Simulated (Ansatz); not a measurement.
# Structural relaxation of random rock-salt alloy of NbC and TiC (64 atoms)

How does random rock-salt alloy of NbC and TiC (64 atoms) relax, and what do bonds, charges and levels look like afterwards?

Main program and level: Ansatz 0.2.0; Kohn-Sham DFT, LDA, PAW (set soft_2), plane waves.

**1. Starting point**

The cell holds 64 atoms: 20 Ti, 32 C and 12 Nb. Cell: a = 8.762 Å, b = 8.762 Å, c = 8.762 Å, α = 90.0°, β = 90.0°, γ = 90.0°. It derives from NbC (rock-salt) and TiC, repeated 2×2×2. Rock-salt NbC, 2 x 2 x 2 conventional cells, 20 of 32 Nb sites given to Ti at random (x = 0.625), lattice by Vegard's rule (a = 4.381 Å); not relaxed, displaced by a Gaussian of 0.02 Å.

Before any run, some limits are plain. The host structure and its lattice constant were typed by rule, without a check against the phase diagram.

**2. Cell and atoms relaxed**

The cell is relaxed with the atoms, since the starting lattice needn't suit this functional.

Input file input.yaml:

```yaml
crystal:
  lattice:
    - [8.7624, 0.0, 0.0]
    - [0.0, 8.7624, 0.0]
    - [0.0, 0.0, 8.7624]
  atoms:
    - { symbol: Ti, position: [0.00201, 0.99924, 0.00136] }
    - { symbol: C, position: [0.25232, 0.00286, 0.99899] }
    - { symbol: Nb, position: [0.99947, 0.25153, 0.25091] }
    - { symbol: C, position: [0.25249, 0.25116, 0.25304] }
    - { symbol: Ti, position: [0.24843, 0.00364, 0.24896] }
    - { symbol: C, position: [0.00269, 0.00278, 0.24674] }
    - { symbol: Ti, position: [0.24729, 0.25413, 0.99802] }
    - { symbol: C, position: [0.00019, 0.2535, 0.99862] }
    - { symbol: Ti, position: [0.99905, 0.99993, 0.49985] }
    - { symbol: C, position: [0.25245, 0.0022, 0.4977] }
    - { symbol: Ti, position: [0.99943, 0.25383, 0.75143] }
    - { symbol: C, position: [0.25124, 0.25205, 0.75191] }
    - { symbol: Ti, position: [0.2519, 0.99707, 0.75044] }
    - { symbol: C, position: [0.99955, 0.00447, 0.74919] }
    - { symbol: Nb, position: [0.25132, 0.25077, 0.49705] }
    - { symbol: C, position: [0.99952, 0.24398, 0.49992] }
    - { symbol: Nb, position: [0.00311, 0.50025, 0.99631] }
    - { symbol: C, position: [0.25134, 0.499, 0.99663] }
    - { symbol: Nb, position: [0.99519, 0.75293, 0.24904] }
    - { symbol: C, position: [0.24917, 0.74921, 0.25144] }
    - { symbol: Ti, position: [0.2523, 0.50183, 0.24899] }
    - { symbol: C, position: [0.00189, 0.5039, 0.2517] }
    - { symbol: Nb, position: [0.25089, 0.75173, 0.9992] }
    - { symbol: C, position: [0.00202, 0.74946, 0.99928] }
    - { symbol: Nb, position: [0.0042, 0.4987, 0.50005] }
    - { symbol: C, position: [0.24567, 0.49908, 0.49898] }
    - { symbol: Ti, position: [0.00397, 0.75319, 0.74728] }
    - { symbol: C, position: [0.24861, 0.75022, 0.74829] }
    - { symbol: Ti, position: [0.2483, 0.50049, 0.74829] }
    - { symbol: C, position: [0.00466, 0.50145, 0.74439] }
    - { symbol: Nb, position: [0.25009, 0.75053, 0.50083] }
    - { symbol: C, position: [0.99631, 0.75157, 0.50041] }
    - { symbol: Ti, position: [0.50321, 0.99717, 0.9997] }
    - { symbol: C, position: [0.75081, 0.99702, 0.99741] }
    - { symbol: Ti, position: [0.50092, 0.24535, 0.24959] }
    - { symbol: C, position: [0.74708, 0.24812, 0.25008] }
    - { symbol: Nb, position: [0.74712, 0.00107, 0.24906] }
    - { symbol: C, position: [0.4975, 0.00296, 0.2478] }
    - { symbol: Nb, position: [0.75159, 0.24956, 0.99908] }
    - { symbol: C, position: [0.49922, 0.2451, 0.00161] }
    - { symbol: Ti, position: [0.49969, 0.00137, 0.4972] }
    - { symbol: C, position: [0.74891, 0.00272, 0.50029] }
    - { symbol: Nb, position: [0.49855, 0.25025, 0.74978] }
    - { symbol: C, position: [0.74449, 0.25147, 0.75067] }
    - { symbol: Nb, position: [0.75161, 0.0007, 0.74795] }
    - { symbol: C, position: [0.50092, 0.99727, 0.75155] }
    - { symbol: Ti, position: [0.74942, 0.24698, 0.50074] }
    - { symbol: C, position: [0.49981, 0.25288, 0.49831] }
    - { symbol: Ti, position: [0.50259, 0.50027, 0.00279] }
    - { symbol: C, position: [0.74796, 0.50169, 0.00037] }
    - { symbol: Ti, position: [0.50015, 0.74807, 0.25021] }
    - { symbol: C, position: [0.7504, 0.75165, 0.25298] }
    - { symbol: Ti, position: [0.75196, 0.49918, 0.25097] }
    - { symbol: C, position: [0.50396, 0.49543, 0.248] }
    - { symbol: Ti, position: [0.75156, 0.749, 0.00253] }
    - { symbol: C, position: [0.49744, 0.74637, 0.00222] }
    - { symbol: Nb, position: [0.49881, 0.50006, 0.49943] }
    - { symbol: C, position: [0.74934, 0.50038, 0.50424] }
    - { symbol: Ti, position: [0.49667, 0.74876, 0.75088] }
    - { symbol: C, position: [0.75348, 0.74982, 0.75157] }
    - { symbol: Ti, position: [0.75099, 0.49883, 0.75094] }
    - { symbol: C, position: [0.50069, 0.50038, 0.74899] }
    - { symbol: Ti, position: [0.74997, 0.75801, 0.49974] }
    - { symbol: C, position: [0.50022, 0.74923, 0.50382] }
kpoints:
  mp_grid: { grid: [2, 2, 2] }
hamiltonian:
  xc: lda
scf:
  occupations: { method: gaussian, width: 0.025 }
output:
  forces: true
relax:
  f_tol: 0.03
  max_steps: 43
  cell: {}
```

Command:

```sh
ansatz run input.yaml --threads 4 --pin off --max-ram 8192MiB --backend cpu --events-out ev --progress --plain --runs-dir out
```

Numbers of over 12 decimals in the logs are rounded to 6 here.

What it wrote:

```text
Engine: ansatz 0.2.0, aarch64-unknown-linux-gnu
Pseudopotentials: kind: paw
Pseudopotential: Ti, paw, valence charge 12, recommended cutoff 420 eV (normal), Ti.paw.azcp
Pseudopotential: C, paw, valence charge 4, recommended cutoff 420 eV (normal), C.paw.azcp
Pseudopotential: Nb, paw, valence charge 13, recommended cutoff 420 eV (normal), Nb.paw.azcp
[... 3 lines on functional and potentials left out ...]
Crystal: 64 atoms, lattice volume = 672.774 Å³
Basis set: ecut = 420 eV, 13205 PW (Γ)
Bands: 326, of which v1, the nominal top of the filled ones, is band 262 counted from 1 (261 counted from 0)
Symmetry: 1 space group operations
Space group: P1 (ITA 1), of the structure as read, at distance tolerance 8.8e-5 Å
k-points: 8
[... 10 lines on functional and potentials left out ...]
Initial density: superposition of atomic densities (neutral atoms: chi_scale 0, normalization atom), corrected by the library's trained network
Initial wavefunctions: pseudopotential atomic-orbital guess
Functional: x = slater, c = lda
SCF iter   1: F=—  HF=-110144.973427 eV  |F-HF|=—  |Δ(HF+E_count)|=         —  Δρ=1.07e-2  dr2=9.92e-1  ethr=1.77e-3  ⟨swp⟩=5.0  Hψ=9471  notcnv=0  defer=35
preconditioner: auto → Kerker (q_TF=auto, 2.617 Å⁻¹)  [metal: Δε(μ)=0.008 eV  Ē_g=6.868 eV  σ=0.025 eV  W_gap=0.17  n_scr=202 (ndim 8)  ℏωp=23.4 eV  f_vac=0.000  D(μ)=56.12/eV (n_scr^D=690)]
SCF iter   2: F=—  HF=-110144.824847 eV  |F-HF|=—  |Δ(HF+E_count)|=   1.49e-1  Δρ=4.69e-3  dr2=1.62e-1  ethr=1.89e-4  ⟨swp⟩=2.0  Hψ=3509  notcnv=0  defer=398
SCF iter   3: F=—  HF=-110144.793311 eV  |F-HF|=—  |Δ(HF+E_count)|=   3.15e-2  Δρ=1.15e-3  dr2=9.82e-3  ethr=3.09e-5  ⟨swp⟩=2.0  Hψ=3041  notcnv=0  defer=427
SCF iter   4: F=—  HF=-110144.791920 eV  |F-HF|=—  |Δ(HF+E_count)|=   1.39e-3  Δρ=2.02e-4  dr2=3.48e-4  ethr=1.87e-6  ⟨swp⟩=2.0  Hψ=2997  notcnv=0  defer=427
SCF iter   5: F=—  HF=-110144.791847 eV  |F-HF|=—  |Δ(HF+E_count)|=   7.37e-5  Δρ=3.92e-5  dr2=3.07e-5  ethr=6.65e-8  ⟨swp⟩=2.0  Hψ=3256  notcnv=0  defer=427
SCF iter   6: F=—  HF=-110144.791255 eV  |F-HF|=—  |Δ(HF+E_count)|=   5.91e-4  Δρ=1.13e-5  dr2=2.04e-6  ethr=5.87e-9  ⟨swp⟩=2.0  Hψ=3055  notcnv=0  defer=427
SCF iter   7: F=—  HF=-110144.791255 eV  |F-HF|=—  |Δ(HF+E_count)|=   3.18e-7  Δρ=2.78e-6  dr2=1.10e-7  ethr=3.89e-10  ⟨swp⟩=2.0  Hψ=2997  notcnv=0  defer=427
SCF iter   8: F=-110144.791255 eV  HF=-110144.791255 eV  |F-HF|=3.09e-9  |Δ(HF+E_count)|=   1.39e-8  Δρ=7.22e-7  dr2=4.65e-9  ethr=1.91e-11  ⟨swp⟩=3.0  Hψ=6821  notcnv=0
SCF 1 converged in 8 iterations: F = -110144.791255 eV  dr2 = 4.65e-9
  greatest PAW one-centre occupation: 0.999 electrons in one spin orbital (limit 2), on the Ti atom at site 34 (counted from 0), in its partial waves of l = 0
relax step   1: F+E_penalty+E_count = -110144.79125501 eV  Δ(F+E_penalty+E_count) = +0.000e0 eV  max|allowed force component| = 1.127e0 eV/Å  Δτ_max = 0.0000 Å  P = -9.161 GPa  Ω = 672.774 Å³  (8 SCF iters, dr2 threshold 1.00e-7 eV, accepted)
[... from here on, the SCF cycles and remarks between the steps are left out ...]
relax step   2: F+E_penalty+E_count = -110146.06636516 eV  Δ(F+E_penalty+E_count) = -1.275e0 eV  max|allowed force component| = 6.801e-1 eV/Å  Δτ_max = 0.0806 Å  P = +1.535 GPa  Ω = 646.720 Å³  energy of the carried Pulay correction = +5.536e-2 eV  (7 SCF iters, dr2 threshold 6.40e-6 eV, accepted)
relax step   3: F+E_penalty+E_count = -110146.34872104 eV  Δ(F+E_penalty+E_count) = -2.824e-1 eV  max|allowed force component| = 2.185e-1 eV/Å  Δτ_max = 0.0542 Å  P = -0.205 GPa  Ω = 649.710 Å³  energy of the carried Pulay correction = +4.890e-2 eV  (6 SCF iters, dr2 threshold 6.40e-6 eV, accepted)
relax step   4: F+E_penalty+E_count = -110146.37534534 eV  Δ(F+E_penalty+E_count) = -2.662e-2 eV  max|allowed force component| = 1.730e-1 eV/Å  Δτ_max = 0.0275 Å  P = +0.031 GPa  Ω = 649.484 Å³  energy of the carried Pulay correction = +4.939e-2 eV  (6 SCF iters, dr2 threshold 2.98e-6 eV, accepted)
relax step   5: F+E_penalty+E_count = -110146.38820553 eV  Δ(F+E_penalty+E_count) = -1.286e-2 eV  max|allowed force component| = 1.149e-1 eV/Å  Δτ_max = 0.0183 Å  P = -0.023 GPa  Ω = 649.553 Å³  energy of the carried Pulay correction = +4.924e-2 eV  (6 SCF iters, dr2 threshold 1.87e-6 eV, accepted)
relax step   6: F+E_penalty+E_count = -110146.39107581 eV  Δ(F+E_penalty+E_count) = -2.870e-3 eV  max|allowed force component| = 1.152e-1 eV/Å  Δτ_max = 0.0178 Å  P = +0.018 GPa  Ω = 649.436 Å³  energy of the carried Pulay correction = +4.949e-2 eV  (6 SCF iters, dr2 threshold 8.25e-7 eV, accepted)
relax step   7: F+E_penalty+E_count = -110146.39468928 eV  Δ(F+E_penalty+E_count) = -3.613e-3 eV  max|allowed force component| = 4.032e-2 eV/Å  Δτ_max = 0.0087 Å  P = +0.035 GPa  Ω = 649.423 Å³  energy of the carried Pulay correction = +4.952e-2 eV  (6 SCF iters, dr2 threshold 8.29e-7 eV, accepted)
relax step   8: F+E_penalty+E_count = -110146.39499414 eV  Δ(F+E_penalty+E_count) = -3.049e-4 eV  max|allowed force component| = 5.212e-2 eV/Å  Δτ_max = 0.0067 Å  P = +0.007 GPa  Ω = 649.483 Å³  energy of the carried Pulay correction = +4.939e-2 eV  (6 SCF iters, dr2 threshold 1.02e-7 eV, accepted)
relax step   9: F+E_penalty+E_count = -110146.39574037 eV  Δ(F+E_penalty+E_count) = -7.462e-4 eV  max|allowed force component| = 1.704e-2 eV/Å  Δτ_max = 0.0035 Å  P = -0.026 GPa  Ω = 649.556 Å³  energy of the carried Pulay correction = +4.923e-2 eV  (6 SCF iters, dr2 threshold 1.70e-7 eV, accepted)
relax step  10: F+E_penalty+E_count = -110146.35049071 eV  Δ(F+E_penalty+E_count) = +4.525e-2 eV  max|allowed force component| = 1.704e-2 eV/Å  Δτ_max = 0.0000 Å  P = -0.128 GPa  Ω = 649.556 Å³  stress off target by 1.42e-1 GPa  SCF on the basis re-selected at this cell (its energy is not comparable with the rows above)  (6 SCF iters)
relax step  11: F+E_penalty+E_count = -110146.35189376 eV  Δ(F+E_penalty+E_count) = -1.403e-3 eV  max|allowed force component| = 1.539e-2 eV/Å  Δτ_max = 0.0017 Å  P = +0.144 GPa  Ω = 648.977 Å³  energy of the carried Pulay correction = +1.243e-3 eV  (6 SCF iters, dr2 threshold 5.05e-8 eV, accepted)
relax step  12: F+E_penalty+E_count = -110146.35146488 eV  Δ(F+E_penalty+E_count) = +4.289e-4 eV  max|allowed force component| = 1.657e-2 eV/Å  Δτ_max = 0.0035 Å  P = +0.001 GPa  Ω = 649.288 Å³  energy of the carried Pulay correction = +5.752e-4 eV  (6 SCF iters, dr2 threshold 6.33e-8 eV, accepted)
relax step  13: F+E_penalty+E_count = -110146.35135530 eV  Δ(F+E_penalty+E_count) = +1.096e-4 eV  max|allowed force component| = 1.656e-2 eV/Å  Δτ_max = 0.0000 Å  P = +0.000 GPa  Ω = 649.288 Å³  stress off target by 4.98e-2 GPa  SCF on the basis re-selected at this cell (its energy is not comparable with the rows above)  (8 SCF iters)
basis re-selected at this cell: Δ(F+E_penalty+E_count) = +1.096e-4 eV, ΔP = -0.001 GPa vs the last step (what re-selecting the basis moved, of the pressure what is left beyond the Pulay correction that the steps carried, after the strain that the cell walked since its last selection, [...]
SCF converged after 8 iterations
Free energy (F): -110146.351355 eV
Harris-Foulkes:  -110146.351355 eV  (|F-HF|=2.91e-11)
Internal energy: -110146.343248 eV  (E = F + TS)
E sigma→0 (E₀):  -110146.347302 eV
Entropy (-TS):   -0.008107 eV (-0.127 meV/atom)
Fermi energy:    17.129040 eV
--- Per-component energies (eV) ---
  E_band       = -2308.583392
  E_kinetic    = 13146.065407
  E_local      = -23381.079845  (includes V_loc(G=0)·N_el)
  E_nonlocal   = 2540.398884
  E_hartree    = 8663.593192
  E_xc         = -5635.536302
  E_vxc        = -6990.353309  (∫ρ·V_xc dr)
  E_paw        = -58457.979629  (= ΣΔE_a)
  E_vpaw       = -4950.803515  (= ΣTr[D̂ρ^β])
  E_aug_tail   = 0.002605  (compensation charges beyond the density's cutoff)
  E_ewald      = -47035.445539
  E_core_change = 13.637979  (= ΣΔE_core)
  E_smearing   = -0.008107  (= −TS)
  E_closure    = -0.000000  (closes the sum)
  Σ components = -110146.351355   (vs F -110146.351355, Δ=0.00e0)
--- Forces (eV/Å), atoms counted from 1 ---
  atom   1  Ti     0.00934152     0.00244191     0.00093321
  atom   2  C      0.00126239    -0.00623171     0.00245215
  atom   3  Nb     0.00963654     0.00025390     0.00463028
  atom   4  C     -0.00095160     0.00322269    -0.00543668
  atom   5  Ti    -0.00809552    -0.00383384     0.00552028
  atom   6  C      0.00131620     0.00417461    -0.00371697
  atom   7  Ti     0.00735686    -0.01656393    -0.00479719
  atom   8  C     -0.00723254     0.00377828     0.00527248
  atom   9  Ti     0.01050043    -0.00026778    -0.00663518
  atom  10  C      0.00064206    -0.00381211     0.00182487
  atom  11  Ti     0.00541399    -0.00049282    -0.00484005
  atom  12  C     -0.00147539     0.00656454     0.00324254
  atom  13  Ti    -0.00634327    -0.00466824    -0.00195961
  atom  14  C     -0.00461125     0.00237268     0.00086034
[...]
atom  63  Ti    -0.00292269     0.01446136    -0.00169352
  atom  64  C      0.00568634     0.00148689    -0.00358986
  max |Σ_I F_I| component: 5.65e-6 eV/Å
--- Stress (GPa, compression-positive) ---
        0.015755      -0.000006      -0.007851
       -0.000006       0.033207       0.008214
       -0.007851       0.008214      -0.048067
  P = ⅓ Tr σ = 0.0003 GPa (0.003 kbar)
--- Relaxed structure (11 steps of the walk, 11 accepted, 2 SCFs on fresh bases) ---
  F+E_penalty+E_count = -110146.35135530 eV   max|allowed force component| = 1.656e-2 eV/Å   (the final SCF, on the basis selected at the relaxed cell)
  cell:  # Å, volume = 649.2884 Å³
    - [8.658590, 0.000543285, 0.000883852]
    - [0.000543285, 8.661033, -0.000717831]
    - [0.000883852, -0.000717831, 8.658064]
  atoms:
    - { symbol: Ti, position: [0.00173404, 0.998075, -0.00304673] }
    - { symbol: C, position: [0.249926, 0.00306042, 1.000224] }
    - { symbol: Nb, position: [1.001826, 0.248703, 0.249416] }
    - { symbol: C, position: [0.252180, 0.252072, 0.248023] }
[...]
- { symbol: C, position: [0.504243, 0.753954, 0.499516] }
```

It took 16 min on 4 threads of Arm Neoverse N1, shared host; peak memory 5 GiB; 60 min of CPU time.

The steps of the relaxation:

```
step  energy less that of the first step (eV)  largest force component (eV/Å)  pressure (GPa)  volume (Å³)
   1                                   0.0000                          1.1275           -9.16       672.77
   2                                  -1.2751                          0.6801            1.54       646.72
   3                                  -1.5575                          0.2185           -0.21       649.71
   4                                  -1.5841                          0.1730            0.03       649.48
   5                                  -1.5970                          0.1149           -0.02       649.55
   6                                  -1.5998                          0.1152            0.02       649.44
   7                                  -1.6034                          0.0403            0.04       649.42
   8                                  -1.6037                          0.0521            0.01       649.48
   9                                  -1.6045                          0.0170           -0.03       649.56
 10*                                  -1.5592                          0.0170           -0.13       649.56
  11                                  -1.5606                          0.0154            0.14       648.98
  12                                  -1.5602                          0.0166            0.00       649.29
 13*                                  -1.5601                          0.0166            0.00       649.29
```

Relaxation steps marked * repeat the geometry before them on a plane-wave basis chosen anew for their cell, so energy and pressure can jump there.

```
     cell as run  before  after  change
           a (Å)   8.762  8.659  -1.2 %
           b (Å)   8.762  8.661  -1.2 %
           c (Å)   8.762  8.658  -1.2 %
           β (°)   90.00  89.99  -0.0 %
volume (Å³/atom)   10.51  10.15  -3.5 %
```

The atoms that moved most (Å, as changes of fractional coordinates times the final cell):

```csv
atom,dx,dy,dz,length
C44,0.080,0.023,-0.038,0.092
C56,0.053,0.045,-0.023,0.073
Ti63,-0.015,-0.062,0.027,0.069
C24,-0.045,0.043,-0.021,0.066
C64,0.035,0.041,-0.037,0.065
C48,0.036,-0.052,-0.013,0.065
Nb25,-0.045,0.031,0.026,0.060
Ti53,-0.052,0.015,-0.026,0.060
```

The relaxation changed the energy by -24.4 meV/atom, and atoms moved by 0.044 Å r.m.s., 0.092 Å at most.

**3. Distances and neighbours after relaxation**

Density 6.28 g/cm³, 10.15 Å³ an atom.

g(r), total and by pair (bins of 0.2 Å):

| r (Å) | total | C-C | C-Ti | C-Nb | Ti-Ti | Ti-Nb | Nb-Nb |
| --- | --- | --- | --- | --- | --- | --- | --- |
| 2.10 | 4.82 | 0.00 | 10.25 | 8.55 | 0.00 | 0.00 | 0.00 |
| 2.30 | 0.36 | 0.00 | 0.16 | 1.63 | 0.00 | 0.00 | 0.00 |
| 2.50 | 0.00 | 0.00 | 0.00 | 0.00 | 0.00 | 0.00 | 0.00 |
| 2.70 | 0.00 | 0.00 | 0.00 | 0.00 | 0.00 | 0.00 | 0.00 |
| 2.90 | 0.03 | 0.11 | 0.00 | 0.00 | 0.00 | 0.00 | 0.00 |
| 3.10 | 5.14 | 10.23 | 0.00 | 0.00 | 9.71 | 11.45 | 8.35 |
| 3.30 | 0.00 | 0.00 | 0.00 | 0.00 | 0.00 | 0.00 | 0.00 |
| 3.50 | 0.00 | 0.00 | 0.00 | 0.00 | 0.00 | 0.00 | 0.00 |
| 3.70 | 2.23 | 0.00 | 4.36 | 4.62 | 0.00 | 0.00 | 0.00 |
| 3.90 | 0.07 | 0.00 | 0.22 | 0.00 | 0.00 | 0.00 | 0.00 |
| 4.10 | 0.00 | 0.00 | 0.00 | 0.00 | 0.00 | 0.00 | 0.00 |
| 4.30 | 1.29 | 2.59 | 0.00 | 0.00 | 2.42 | 2.76 | 2.30 |
| 4.50 | 0.01 | 0.00 | 0.00 | 0.00 | 0.07 | 0.00 | 0.00 |
| 4.70 | 0.24 | 0.00 | 0.69 | 0.12 | 0.00 | 0.00 | 0.00 |
| 4.90 | 3.90 | 0.00 | 7.57 | 8.14 | 0.00 | 0.00 | 0.00 |
| 5.10 | 0.00 | 0.00 | 0.00 | 0.00 | 0.00 | 0.00 | 0.00 |
| 5.30 | 3.45 | 6.89 | 0.00 | 0.00 | 7.26 | 6.28 | 7.90 |
| 5.50 | 0.00 | 0.00 | 0.00 | 0.00 | 0.00 | 0.00 | 0.00 |
| 5.70 | 0.00 | 0.00 | 0.00 | 0.00 | 0.00 | 0.00 | 0.00 |
| 5.90 | 0.00 | 0.00 | 0.00 | 0.00 | 0.00 | 0.00 | 0.00 |
| 6.10 | 1.28 | 2.56 | 0.00 | 0.00 | 2.31 | 2.99 | 1.92 |
| 6.30 | 0.01 | 0.03 | 0.00 | 0.00 | 0.03 | 0.00 | 0.00 |
| 6.50 | 2.87 | 0.00 | 5.73 | 5.75 | 0.00 | 0.00 | 0.00 |
| 6.70 | 0.03 | 0.06 | 0.00 | 0.00 | 0.00 | 0.12 | 0.00 |
| 6.90 | 2.04 | 4.08 | 0.00 | 0.00 | 3.85 | 4.48 | 3.38 |
| 7.10 | 1.54 | 0.00 | 3.11 | 3.02 | 0.00 | 0.00 | 0.00 |
| 7.30 | 0.34 | 0.00 | 0.65 | 0.73 | 0.00 | 0.00 | 0.00 |
| 7.50 | 0.57 | 1.15 | 0.00 | 0.00 | 1.10 | 1.23 | 1.02 |

Bonds by pair of elements; cutoffs follow the first minimum of g(r), held within bounds set by covalent radii, and pairs that aren't listed don't count as bonded:

| pair A-B | cutoff (Å) | bonds | mean length (Å) | spread (Å) | shortest (Å) | B about A | A about B |
| --- | --- | --- | --- | --- | --- | --- | --- |
| C-Ti | 2.76 | 120 | 2.15 | 0.022 | 2.11 | 3.75 | 6 |
| C-Nb | 2.81 | 72 | 2.18 | 0.02 | 2.13 | 2.25 | 6 |

How many atoms have how many bonded neighbours:

```csv
element,mean,6
C,6,32
Nb,6,12
Ti,6,20
```

Bond angles (no mean is given where the spread exceeds 20°):

| angle | count | mean (°) | spread (°) |
| --- | --- | --- | --- |
| C-Ti-C | 300 | - | - |
| Nb-C-Ti | 248 | - | - |
| C-Nb-C | 180 | - | - |
| Ti-C-Ti | 176 | - | - |
| Nb-C-Nb | 56 | - | - |

By these cutoffs all C atoms have 6, all Nb atoms have 6 and all Ti atoms have 6 bonded neighbours.

[end of part 1 of 2]

[Logs are printed without paths, hosts, clocks, repeated set-up lines and the standing remarks that a program may print on its own settings, such as how far it seeks lower states.]

[Hosts, paths, dates, database ids (printed as entryN), source tags and the programs' standing remarks are cut or masked in the printed files.]
